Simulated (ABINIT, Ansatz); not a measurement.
## A GW run on Sr2NbGaO6 (Fm-3m) in ABINIT, with inputs changed

A base run on Sr2NbGaO6 (Fm-3m), then changed inputs.

Calculated with ABINIT 10.8.3; PBEsol and many-body steps on it, plane waves.

Report form: the programs' logs are mostly left out.

**1. The starting structure**

It takes space group Fm-3m (No. 225, cubic). The conventional cell has a = 8.000 Å, b = 8.000 Å, c = 8.000 Å, α = 90.00°, β = 90.00°, γ = 90.00°. Nearest to Sr lie 12 O at 2.83 Å. Nearest to Nb lie 6 O at 2.01 Å. Ga has 6 O at 1.99 Å nearest. Nearest to O lie 1 Ga at 1.99 Å and 1 Nb at 2.01 Å and 4 Sr at 2.83 Å. Farther neighbours and most contacts between anions are not listed.

The cell and positions are those that the Materials Project relaxed with its own functionals (PBE, PBE+U or r2SCAN), kept fixed.

**2. Screening, 2×2×2 mesh, 125 bands, screening to 114.3 eV**

This step: ABINIT 10.8.3; RPA screening on PBEsol, plane waves, norm-conserving pseudopotentials.

The RPA dielectric matrix is built and inverted for each q.

Contents of run.abi:

```
acell 3*1.0 Angstrom
rprim 
  0.000000000000 4.000204000000 4.000204000000
  4.000204000000 0.000000000000 4.000204000000
  4.000204000000 4.000204000000 0.000000000000
ntypat 4
znucl 38 41 31 8
natom 10
typat 1 1 2 3 4 4 4 4 4 4
xred 
  0.250000000000 0.250000000000 0.250000000000
  0.750000000000 0.750000000000 0.750000000000
  0.000000000000 0.000000000000 0.000000000000
  0.500000000000 0.500000000000 0.500000000000
  0.749216000000 0.250784000000 0.250784000000
  0.250784000000 0.749216000000 0.749216000000
  0.250784000000 0.250784000000 0.749216000000
  0.749216000000 0.749216000000 0.250784000000
  0.250784000000 0.749216000000 0.250784000000
  0.749216000000 0.250784000000 0.749216000000
pp_dirpath "pseudos"
pseudos "Sr.upf, Nb.upf, Ga.upf, O.upf"
ecut 37
ngkpt 2 2 2
nshiftk 1
shiftk 0 0 0
kptopt 1
chksymbreak 0
istwfk *1
occopt 1
irdwfk 1
optdriver 3
nband 125
ecuteps 4.2
inclvkb 2
awtr 1
symchi 1
indata_prefix "in"
outdata_prefix "out"
tmpdata_prefix "tmp"
```

Started as:

```bash
$ OMP_NUM_THREADS=1 mpirun -n 4 abinit run.abi > log
```

It took 49 s on 4 MPI ranks of Intel Xeon 6975P-C (Granite Rapids), shared host; peak memory 1.7 GiB; 3.3 min of CPU time.

This step gave:

| Item | Value |
| --- | --- |
| ε∞ with local fields, on this mesh, along the program's q direction | 5.443 |
| the same without local fields | 6.087 |
| plasma frequency | 29.72 eV |
| plane waves in the screening matrix | 339 |

Local fields lower ε∞ by 11 %. On a Γ-centred mesh this coarse the value itself is usually too large, while a short band sum pulls it down.

**3. Base**

The self-energy is evaluated for the states that the input lists, and the levels follow from it, in one-shot runs by the linearised quasiparticle equation.

This step: G0W0 on PBEsol, plane waves, norm-conserving pseudopotentials.

Edit run.abi of step 2 so:

```diff
@@ -31,8 +31,15 @@
 irdwfk 1
-optdriver 3
+optdriver 4
 nband 125
+gwcalctyp 0
+ecutsigx 37
+symsigma 1
+nkptgw 1
+kptgw 
+  0.0000000000 0.0000000000 0.0000000000
+bdgw 
+  39 44
 ecuteps 4.2
-inclvkb 2
-awtr 1
-symchi 1
+irdscr 1
+ppmodel 1
 indata_prefix "in"
```

Elapsed: 6.8 s, on 4 MPI ranks; peak memory 1.2 GiB.

Numbers from this step:

* G0W0 gap on the points computed: 4.958 eV
* starting gap on the mesh: 3.158 eV
* k of the valence top: 0, 0, 0
* k of the conduction bottom: 0, 0, 0
* Z at the valence top: 0.782
* Z at the conduction bottom: 0.818
* least direct G0W0 gap on the computed points: 4.958 eV

The gap on the mesh goes from 3.16 eV to 4.96 eV, a correction of +1.80 eV.

**4. Broadening of the poles**

Edit run.abi of step 3 so:

```diff
@@ -44,2 +44,3 @@
 ppmodel 1
+zcut 0.01 eV
 indata_prefix "in"
```

Wall time 6.9 s (4 MPI ranks); peak memory 1.2 GiB; 27 s of CPU time.

Numbers from this step:

* G0W0 gap on the points computed: 4.958 eV
* starting gap on the mesh: 3.158 eV
* k of the valence top: 0, 0, 0
* k of the conduction bottom: 0, 0, 0
* Z at the valence top: 0.782
* Z at the conduction bottom: 0.818
* least direct G0W0 gap on the computed points: 4.958 eV

Against G0W0 in ABINIT (2×2×2 mesh, 125 bands, screening to 114.3 eV, Godby-Needs plasmon pole), the gap moves by +0.000 eV.

**5. Unknown plasmon-pole model**

Edit run.abi of step 4 so:

```diff
@@ -43,4 +43,3 @@
 irdscr 1
-ppmodel 1
-zcut 0.01 eV
+ppmodel 7
 indata_prefix "in"
```

Wall time 3.4 s (4 MPI ranks); peak memory 0.78 GiB.

The run stopped with an error after 3.4 s.

The program's words: Wrong ppm%model: 7

The fault put into this input: unknown plasmon-pole model.

**6. Side by side**

Times are wall times on 4 MPI ranks of Intel Xeon 6975P-C (Granite Rapids), shared host, good to a factor of about two. A run's time includes the screening step that it read.

```csv
run,mesh,bands,screening cutoff (eV),DFT gap (eV),gap on the mesh (eV),direct (eV),ε∞ used,time
base,2×2×2,125,114.3,3.158,4.958,4.958,5.44,56 s
broadening of the poles,2×2×2,125,114.3,3.158,4.958,4.958,5.44,56 s
```

**7. What came out**

| Quantity | Value |
| --- | --- |
| base | 4.958 eV |
| broadening of the poles | 4.958 eV |
| known limits | not at the basis limit; exchange with frozen shells missing; no spin-orbit coupling; coarse k mesh |

Broadening of the poles: no change against base (keys changed: zcut). Bands and cutoff are finite, so the gap is not at the basis limit. The miss can reach some tenths of an eV and take either sign; the mesh is an error of its own. In the G0W0 runs levels were corrected at 1 k point alone, so a gap called «on the mesh» is the least over those, and an edge elsewhere would be missed. The 2×2×2 mesh is coarse for this cell, which bears on the long-range parts of exchange and screening. The norm-conserving file of at least one element keeps a d shell over frozen s and p shells of the same row. Exchange with those shells is missing from the self-energy, an error of 0.3 to 0.9 eV in cases checked, whose sign depends on which edge lies on those atoms. The many-body steps are scalar-relativistic: spin-orbit coupling is not in them.

[Paths, hosts, dates, memory and timing lines, banners, echoed tables and standing remarks are left out of the program output.]

[Logs are printed without paths, hosts, clocks, repeated set-up lines and the standing remarks that a program may print on its own settings, such as how far it seeks lower states.]

[Runs of the session that timed out or met a known fault of the program may be left out.]

[Hosts, paths, dates, database ids (printed as entryN), source tags and the programs' standing remarks are cut or masked in the printed files.]

[G0W0 gaps are taken among the corrected bands and points alone; a level outside them can change the order at an edge.]

[Where Ansatz stands beside ABINIT at settings called matched, ABINIT's density can come from a denser mesh and the files from another edition; pairs whose starting gaps differed by over 0.03 eV were left out, so agreement reads better than it is.]
